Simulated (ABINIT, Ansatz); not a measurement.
# Re (Rhenium): phonons by linear response, part 3 of 4

Aim: the phonon dispersion of Re (Rhenium), checked by a second program.

ABINIT 10.8.3; DFT PBE, scalar-relativistic, plane waves, PseudoDojo norm-conserving pseudopotentials.

So far. Step 4 (Ground state): The cell stands at -0.33 GPa: the relaxation ran with a smoothed and higher cutoff, and the difference is a stress of the finite basis. Step 5 (Zone-centre response): The acoustic modes at Γ come out as far as 2.7 cm⁻¹ from zero, where they should vanish, a small numerical error. The relaxed cell has a = 2.774, c = 4.488 Å (conventional setting).

## (7) Interpolated phonon bands

anaddb transforms the dynamical matrices to force constants and back along the path; points of the mesh come back as solved, but for the sum rule and, in polar crystals, the LO-TO term at Γ; the rest is interpolation.

Input file anaddb.abi:

```
ddb_filepath "all_DDB"
output_file "anaddb.abo"
outdata_prefix "anaddb"
ifcflag 1
ngqpt 3 3 2
nqshft 1
q1shft 0.0 0.0 0.0
asr 1
chneut 0
dipdip 0
dipquad 0
quadquad 0
enunit 0
eivec 0
nph1l 93
qph1l 
    0.0 0.0 0.0 1.0
    0.05 0.0 0.0 1.0
    0.1 0.0 0.0 1.0
    0.15 0.0 0.0 1.0
    0.2 0.0 0.0 1.0
    0.25 0.0 0.0 1.0
    0.3 0.0 0.0 1.0
    0.35 0.0 0.0 1.0
    0.4 0.0 0.0 1.0
    0.45 0.0 0.0 1.0
    0.5 0.0 0.0 1.0
    0.48333333 0.03333333 0.0 1.0
    0.46666667 0.06666667 0.0 1.0
    0.45 0.1 0.0 1.0
    0.43333333 0.13333333 0.0 1.0
    0.41666667 0.16666667 0.0 1.0
    0.4 0.2 0.0 1.0
    0.38333333 0.23333333 0.0 1.0
    0.36666667 0.26666667 0.0 1.0
    0.35 0.3 0.0 1.0
    0.33333333 0.33333333 0.0 1.0
    0.3 0.3 0.0 1.0
    0.26666667 0.26666667 0.0 1.0
    0.23333333 0.23333333 0.0 1.0
    0.2 0.2 0.0 1.0
    0.16666667 0.16666667 0.0 1.0
    0.13333333 0.13333333 0.0 1.0
    0.1 0.1 0.0 1.0
    0.06666667 0.06666667 0.0 1.0
    0.03333333 0.03333333 0.0 1.0
    0.0 0.0 0.0 1.0
    0.0 0.0 0.05 1.0
    0.0 0.0 0.1 1.0
    0.0 0.0 0.15 1.0
    0.0 0.0 0.2 1.0
    0.0 0.0 0.25 1.0
    0.0 0.0 0.3 1.0
    0.0 0.0 0.35 1.0
    0.0 0.0 0.4 1.0
    0.0 0.0 0.45 1.0
    0.0 0.0 0.5 1.0
    0.05 0.0 0.5 1.0
    0.1 0.0 0.5 1.0
    0.15 0.0 0.5 1.0
    0.2 0.0 0.5 1.0
    0.25 0.0 0.5 1.0
    0.3 0.0 0.5 1.0
    0.35 0.0 0.5 1.0
    0.4 0.0 0.5 1.0
    0.45 0.0 0.5 1.0
    0.5 0.0 0.5 1.0
    0.48333333 0.03333333 0.5 1.0
    0.46666667 0.06666667 0.5 1.0
    0.45 0.1 0.5 1.0
    0.43333333 0.13333333 0.5 1.0
    0.41666667 0.16666667 0.5 1.0
    0.4 0.2 0.5 1.0
    0.38333333 0.23333333 0.5 1.0
    0.36666667 0.26666667 0.5 1.0
    0.35 0.3 0.5 1.0
    0.33333333 0.33333333 0.5 1.0
    0.3 0.3 0.5 1.0
    0.26666667 0.26666667 0.5 1.0
    0.23333333 0.23333333 0.5 1.0
    0.2 0.2 0.5 1.0
    0.16666667 0.16666667 0.5 1.0
    0.13333333 0.13333333 0.5 1.0
    0.1 0.1 0.5 1.0
    0.06666667 0.06666667 0.5 1.0
    0.03333333 0.03333333 0.5 1.0
    0.0 0.0 0.5 1.0
    0.5 0.0 0.5 1.0
    0.5 0.0 0.45 1.0
    0.5 0.0 0.4 1.0
    0.5 0.0 0.35 1.0
    0.5 0.0 0.3 1.0
    0.5 0.0 0.25 1.0
    0.5 0.0 0.2 1.0
    0.5 0.0 0.15 1.0
    0.5 0.0 0.1 1.0
    0.5 0.0 0.05 1.0
    0.5 0.0 0.0 1.0
    0.33333333 0.33333333 0.5 1.0
    0.33333333 0.33333333 0.45 1.0
    0.33333333 0.33333333 0.4 1.0
    0.33333333 0.33333333 0.35 1.0
    0.33333333 0.33333333 0.3 1.0
    0.33333333 0.33333333 0.25 1.0
    0.33333333 0.33333333 0.2 1.0
    0.33333333 0.33333333 0.15 1.0
    0.33333333 0.33333333 0.1 1.0
    0.33333333 0.33333333 0.05 1.0
    0.33333333 0.33333333 0.0 1.0
```

Input file mrgddb.in:

```
all_DDB
merged
6
dfpt_gammao_DDB
dfpt_qo_DS1_DDB
dfpt_qo_DS2_DDB
dfpt_qo_DS3_DDB
dfpt_qo_DS4_DDB
dfpt_qo_DS5_DDB
```

Run with:

```bash
$ mrgddb < mrgddb.in > mrgddb.log
$ OMP_NUM_THREADS=1 anaddb anaddb.abi > anaddb.log
```

anaddb.abo, the main output file:

```text
[banners, grids, parts of the stress and lines that vanish by symmetry left out]
-outvars_anaddb: echo values of input variables ----------------------

 Flags :
[...]
Phonon wavevector (reduced coordinates) :  0.00000  0.00000  0.00000
 Phonon energies in Hartree :
[...]
Phonon frequencies in cm-1    :
-  0.000000E+00  0.000000E+00  0.000000E+00  1.055704E+02  1.133786E+02
-  1.133786E+02
[...]
Phonon wavevector (reduced coordinates) :  0.05000  0.00000  0.00000
 Phonon energies in Hartree :
[...]
Phonon frequencies in cm-1    :
-  1.834757E+01  1.961409E+01  3.162631E+01  1.072865E+02  1.133972E+02
-  1.157908E+02
[...]
Phonon wavevector (reduced coordinates) :  0.10000  0.00000  0.00000
 Phonon energies in Hartree :
[...]
Phonon frequencies in cm-1    :
-  3.615659E+01  3.872187E+01  6.241559E+01  1.121264E+02  1.134788E+02
-  1.225523E+02
[...]
Phonon wavevector (reduced coordinates) :  0.15000  0.00000  0.00000
 Phonon energies in Hartree :
[...]
Phonon frequencies in cm-1    :
-  5.291870E+01  5.675931E+01  9.154663E+01  1.136884E+02  1.193324E+02
-  1.324910E+02
[...]
Phonon wavevector (reduced coordinates) :  0.20000  0.00000  0.00000
 Phonon energies in Hartree :
[...]
Phonon frequencies in cm-1    :
-  6.818398E+01  7.310588E+01  1.140954E+02  1.182121E+02  1.280202E+02
-  1.442432E+02
[...]
Phonon wavevector (reduced coordinates) :  0.25000  0.00000  0.00000
 Phonon energies in Hartree :
[...]
Phonon frequencies in cm-1    :
-  8.158549E+01  8.717652E+01  1.147286E+02  1.373653E+02  1.415413E+02
-  1.566896E+02
  Phonon wavevector (reduced coordinates) :  0.30000  0.00000  0.00000
 Phonon energies in Hartree :
[...]
Phonon frequencies in cm-1    :
-  9.285875E+01  9.857389E+01  1.155341E+02  1.465862E+02  1.602605E+02
-  1.694329E+02
  Phonon wavevector (reduced coordinates) :  0.35000  0.00000  0.00000
 Phonon energies in Hartree :
[...]
Phonon frequencies in cm-1    :
-  1.018557E+02  1.071846E+02  1.163515E+02  1.548793E+02  1.730999E+02
-  1.824087E+02
  Phonon wavevector (reduced coordinates) :  0.40000  0.00000  0.00000
 Phonon energies in Hartree :
[...]
Phonon frequencies in cm-1    :
-  1.085551E+02  1.131229E+02  1.169134E+02  1.614604E+02  1.813748E+02
-  1.932863E+02
  Phonon wavevector (reduced coordinates) :  0.45000  0.00000  0.00000
 Phonon energies in Hartree :
[...]
Phonon frequencies in cm-1    :
-  1.130701E+02  1.165827E+02  1.168644E+02  1.656844E+02  1.862525E+02
-  2.001834E+02
  Phonon wavevector (reduced coordinates) :  0.50000  0.00000  0.00000
 Phonon energies in Hartree :
[...]
Phonon frequencies in cm-1    :
-  1.154026E+02  1.160398E+02  1.177173E+02  1.671391E+02  1.878826E+02
-  2.025254E+02
  Phonon wavevector (reduced coordinates) :  0.48333  0.03333  0.00000
 Phonon energies in Hartree :
[...]
Phonon frequencies in cm-1    :
-  1.155631E+02  1.168936E+02  1.183117E+02  1.669631E+02  1.878500E+02
-  2.022370E+02
  Phonon wavevector (reduced coordinates) :  0.46667  0.06667  0.00000
 Phonon energies in Hartree :
[...]
Phonon frequencies in cm-1    :
-  1.160268E+02  1.193711E+02  1.200461E+02  1.664376E+02  1.877604E+02
-  2.013837E+02
  Phonon wavevector (reduced coordinates) :  0.45000  0.10000  0.00000
 Phonon energies in Hartree :
[...]
Phonon frequencies in cm-1    :
-  1.167425E+02  1.227835E+02  1.232366E+02  1.655699E+02  1.876364E+02
-  2.000028E+02
[...]
Phonon wavevector (reduced coordinates) :  0.10000  0.00000  0.50000
 Phonon energies in Hartree :
[...]
Phonon frequencies in cm-1    :
-  8.529830E+01  8.529830E+01  9.406779E+01  9.406779E+01  1.588214E+02
-  1.588214E+02
  Phonon wavevector (reduced coordinates) :  0.15000  0.00000  0.50000
 Phonon energies in Hartree :
[...]
Phonon frequencies in cm-1    :
-  9.083170E+01  9.083170E+01  1.066536E+02  1.066536E+02  1.560069E+02
-  1.560069E+02
  Phonon wavevector (reduced coordinates) :  0.20000  0.00000  0.50000
 Phonon energies in Hartree :
[...]
Phonon frequencies in cm-1    :
-  9.735739E+01  9.735739E+01  1.170820E+02  1.170820E+02  1.551506E+02
-  1.551506E+02
  Phonon wavevector (reduced coordinates) :  0.25000  0.00000  0.50000
 Phonon energies in Hartree :
[...]
Phonon frequencies in cm-1    :
-  1.041143E+02  1.041143E+02  1.201351E+02  1.201351E+02  1.601203E+02
-  1.601203E+02
  Phonon wavevector (reduced coordinates) :  0.30000  0.00000  0.50000
 Phonon energies in Hartree :
[...]
Phonon frequencies in cm-1    :
-  1.104586E+02  1.104586E+02  1.163592E+02  1.163592E+02  1.697719E+02
-  1.697719E+02
  Phonon wavevector (reduced coordinates) :  0.35000  0.00000  0.50000
 Phonon energies in Hartree :
[...]
Phonon frequencies in cm-1    :
-  1.100626E+02  1.100626E+02  1.158843E+02  1.158843E+02  1.797635E+02
-  1.797635E+02
[...]
Phonon wavevector (reduced coordinates) :  0.33333  0.33333  0.05000
 Phonon energies in Hartree :
[...]
Phonon frequencies in cm-1    :
-  1.223821E+02  1.489011E+02  1.489011E+02  1.531036E+02  1.877998E+02
-  1.877998E+02
  Phonon wavevector (reduced coordinates) :  0.33333  0.33333  0.00000
 Phonon energies in Hartree :
[...]
Phonon frequencies in cm-1    :
-  1.216900E+02  1.508982E+02  1.508982E+02  1.528963E+02  1.874717E+02
-  1.874717E+02
-
```

The job ended after 0.52 s (1 thread of Arm Neoverse V1, shared host).

This step gave:

| Item | Value |
| --- | --- |
| lowest frequency on the path | 0 cm⁻¹ |

Anaddb. The phonon branches at the labelled points (cm⁻¹):

```tsv
point	branch 1	branch 2	branch 3	branch 4	branch 5	branch 6
Γ	0	0	0	106	113	113
halfway	82	87	115	137	142	157
M	115	116	118	167	188	202
halfway	119	130	134	163	187	196
K	122	151	151	153	188	188
halfway	93	100	121	142	156	162
Γ	0	0	0	106	113	113
halfway	43	43	105	105	109	141
A	80	80	80	80	162	162
halfway	104	104	120	120	160	160
L	98	98	124	124	195	195
halfway	77	77	140	140	193	193
H	48	48	154	154	190	190
halfway	110	110	119	119	165	165
A	80	80	80	80	162	162
jump to L	98	98	124	124	195	195
halfway	101	119	120	141	190	201
M	115	116	118	167	188	202
jump to H	48	48	154	154	190	190
halfway	109	109	136	156	190	190
K	122	151	151	153	188	188
```

The phonon branches as a text plot (rows in cm⁻¹):

```
    198 |       ***                       **             ****
    190 |      *********                 *  ******       ********
    181 |     **       **               *         *
    173 |    **          *             *
    165 |      *****      *       **               *   **   *
    156 |    **     ***** *      ** ***        *    ***    * ****
    148 |   **      ***  *                   ** **           *  *
    139 |          *   *  **     *                *       *   *
    131 |  **      *    **      *          **                  *
    122 | ***    ****** * ***         *  **        **    **    **
    114 |**********    *** *****       **            *   * **
    106 |*    **         * * ** *    **  *         **
     97 |    *            *      *  *     **         **   *   *
     89 |  *                    * * **                ** *
     80 |                          *        *     *    **
     72 |   *               *     *          *
     63 | *                *     *               *           *
     55 |  *                                  * *
     46 |                   *  *               *
     38 | *                  *  *
     30 |*
     21 |*                   * *
     13 |
      4 |                     *
         Γ      M    K        Γ   A       L    H       A|L M|H  K
```

All branches are real along the path.

## (8) Density of states

Sums over the zone need many more wavevectors than were solved, so the interpolation is sampled on a dense mesh.

Input file anaddb.abi:

```
ddb_filepath "all_DDB"
output_file "anaddb.abo"
outdata_prefix "anaddb"
ifcflag 1
ngqpt 3 3 2
nqshft 1
q1shft 0.0 0.0 0.0
asr 1
chneut 0
dipdip 0
dipquad 0
quadquad 0
prtdos 2
ng2qpt 19 19 10
dosdeltae 4.5563e-06
ntemper 11
temperinc 100.0
tempermin 0.0
```

Run with:

```bash
$ OMP_NUM_THREADS=1 anaddb anaddb.abi > anaddb.log
```

anaddb.abo, the main output file:

```text
-outvars_anaddb: echo values of input variables ----------------------

 Flags :
     ifcflag         1
 Miscellaneous information :
         asr         1
      chneut         0
 Interatomic Force Constants Inputs :
      dipdip         0
     dipquad         0
    quadquad         0
      ifcana         0
      ifcout         0
 Description of grid 1 :
        brav         1
       ngqpt         3         3         2
      nqshft         1
      q1shft
                     0.00000000E+00  0.00000000E+00  0.00000000E+00
 Phonon DOS information :
   dosdeltae  4.55630000E-06
    dossmear  4.55633525E-06
 Description of grid 2 (Fourier interp. or BZ sampling):
      ng2qpt        19        19        10
      ngrids         4
      q2shft         0.00000000E+00  0.00000000E+00  0.00000000E+00

================================================================================

 read the DDB information and perform some checks

  ==== Info on the Cryst% object ====
 Real(R)+Recip(G) space primitive vectors, cartesian coordinates (Bohr,Bohr^-1):
 R(1)=  5.2419345  0.0000000  0.0000000  G(1)=  0.1907693  0.1101407  0.0000000
 R(2)= -2.6209672  4.5396484  0.0000000  G(2)=  0.0000000  0.2202814  0.0000000
 R(3)=  0.0000000  0.0000000  8.4815411  G(3)=  0.0000000  0.0000000  0.1179031
 Unit cell volume ucvol=  2.0183133E+02 bohr^3
 Angles (23,13,12)=  9.00000000E+01  9.00000000E+01  1.20000000E+02 degrees
 Time-reversal symmetry is present
 Reduced atomic positions [iatom, xred, symbol]:
    1)    0.3333333  0.6666667  0.2500000  Re
    2)    0.6666667  0.3333333  0.7500000  Re

 DDB file with 6 blocks has been read.

================================================================================

 Calculation of the interatomic forces

       Homogeneous q point set in the B.Z.
 Grid q points  :       18
  1)   0.00000000E+00  0.00000000E+00  0.00000000E+00
  2)   3.33333333E-01  0.00000000E+00  0.00000000E+00
  3)  -3.33333333E-01  0.00000000E+00  0.00000000E+00
  4)   0.00000000E+00  3.33333333E-01  0.00000000E+00
  5)   3.33333333E-01  3.33333333E-01  0.00000000E+00
  6)  -3.33333333E-01  3.33333333E-01  0.00000000E+00
  7)   0.00000000E+00 -3.33333333E-01  0.00000000E+00
  8)   3.33333333E-01 -3.33333333E-01  0.00000000E+00
  9)  -3.33333333E-01 -3.33333333E-01  0.00000000E+00
 10)   0.00000000E+00  0.00000000E+00  5.00000000E-01
 11)   3.33333333E-01  0.00000000E+00  5.00000000E-01
 12)  -3.33333333E-01  0.00000000E+00  5.00000000E-01
 13)   0.00000000E+00  3.33333333E-01  5.00000000E-01
 14)   3.33333333E-01  3.33333333E-01  5.00000000E-01
 15)  -3.33333333E-01  3.33333333E-01  5.00000000E-01
 16)   0.00000000E+00 -3.33333333E-01  5.00000000E-01
 17)   3.33333333E-01 -3.33333333E-01  5.00000000E-01
 18)  -3.33333333E-01 -3.33333333E-01  5.00000000E-01

 The interatomic forces have been obtained

================================================================================

 Calculation of phonon density of states

 Average speed of sound partial sums:     0.1477046136E-02 (at units)
-                                   =           3.2313 [km/s]

 Debye frequency from partial sums:     0.9814801691E-03 (Ha)
-                                 =     0.6457829287E+01 (THz)
-Debye temperature from partial sums:     0.3099269247E+03 (K)

 Average speed of sound:     0.1456016172E-02 (at units)
-                      =           3.1853 [km/s]

 Debye frequency from DOS:     0.9675059997E-03 (Ha)
-                        =     0.6365883669E+01 (THz)
-Debye temperature from DOS:     0.3055142311E+03 (K)

-
```

Elapsed: 0.63 s, on 1 thread.

Numbers from this step:

```
share of modes beyond 3i cm⁻¹ on the dense interpolated mesh : 0
zero-point energy per atom                                   : 24.8 meV
heat capacity at 300 K                                       : 24.06 J/(mol atoms K)
vibrational entropy at 300 K                                 : 37.50 J/(mol atoms K)
```

The phonon density of states has structure finer than the step of the table below, so its rows give means over 10 cm⁻¹, whole bins alone (the curve runs from -30 to 220 cm⁻¹). Peaks (cm⁻¹: height): 118.0: 0.106, 190.0: 0.110.

Tetrahedra. Table of phonon density of states by wavenumber; means over each step:

```tsv
wavenumber (cm⁻¹)	phonon density of states (1/cm⁻¹/cell)
0	3.0e-6
10	6.8e-5
20	3.3e-4
30	8.5e-4
40	0.00169
50	0.00308
60	0.00615
70	0.0103
80	0.0166
90	0.0289
100	0.0567
110	0.0727
120	0.0918
130	0.0599
140	0.0420
150	0.0387
160	0.0319
170	0.0222
180	0.0347
190	0.0680
200	0.0116
210	0
```

Harmonic thermodynamic functions per atom, summed over the density of states scaled to three modes an atom; melting is ignored. Thermodynamic functions:

```tsv
T (K)	F_vib (meV/atom)	S (J/mol-atom/K)	C_V (J/mol-atom/K)
0	24.8	0	0
50	24.32	3.626	8.965
100	19.93	13.3	18.4
200	-2.04	27.93	23.02
300	-36.24	37.5	24.06
400	-78.89	44.48	24.44
500	-127.9	49.96	24.62
600	-182.1	54.46	24.72
700	-240.6	58.27	24.78
800	-302.7	61.58	24.82
900	-368.1	64.51	24.84
1000	-436.3	67.12	24.86
```

At 300 K the heat capacity has reached 96 % of the Dulong-Petit value.

[end of part 3 of 4]

[Host names and launcher messages were left out of these logs when they were recorded.]

[Logs are printed without paths, hosts, clocks, repeated set-up lines and the standing remarks that a program may print on its own settings, such as how far it seeks lower states.]

[Hosts, paths, dates, database ids (printed as entryN), source tags and the programs' standing remarks are cut or masked in the printed files.]
